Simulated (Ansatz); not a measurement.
# Direct or indirect: NaCl (Fm-3m)

Space group Fm-3m (No. 225). a = 5.620 Å, b = 5.620 Å, c = 5.620 Å, α = 90.00°, β = 90.00°, γ = 90.00°
| atom | site | symmetry | x | y | z |
| --- | --- | --- | --- | --- | --- |
| Cl | 4b | m-3m | 0.5000 | 0.0000 | 0.0000 |
| Na | 4a | m-3m | 0.0000 | 0.0000 | 0.0000 |

Method: Ansatz, PBE, independent particles, without spin-orbit coupling, line width 0.15 eV (Gaussian). The band structure gives a fundamental gap of 5.15 eV. The spectrum of vertical transitions near the edge:

| E (eV) | Im ε, E ∥ xyz |
| --- | --- |
| 4.68 | 0.00 |
| 4.80 | 0.00 |
| 4.92 | 0.00 |
| 5.04 | 0.03 |
| 5.16 | 0.12 |
| 5.28 | 0.27 |
| 5.40 | 0.39 |
| 5.52 | 0.48 |
| 5.64 | 0.55 |
| 5.76 | 0.61 |
| 5.88 | 0.66 |
| 6.00 | 0.71 |
| 6.12 | 0.76 |
| 6.24 | 0.81 |
| 6.36 | 0.86 |

Q: Is the gap direct or indirect, and about where do vertical transitions set in?

A: Direct: the band path has its least direct gap at the fundamental one, 5.15 eV, and the curves rise from there. Lines are broadened by 0.15 eV, which spreads the edge.
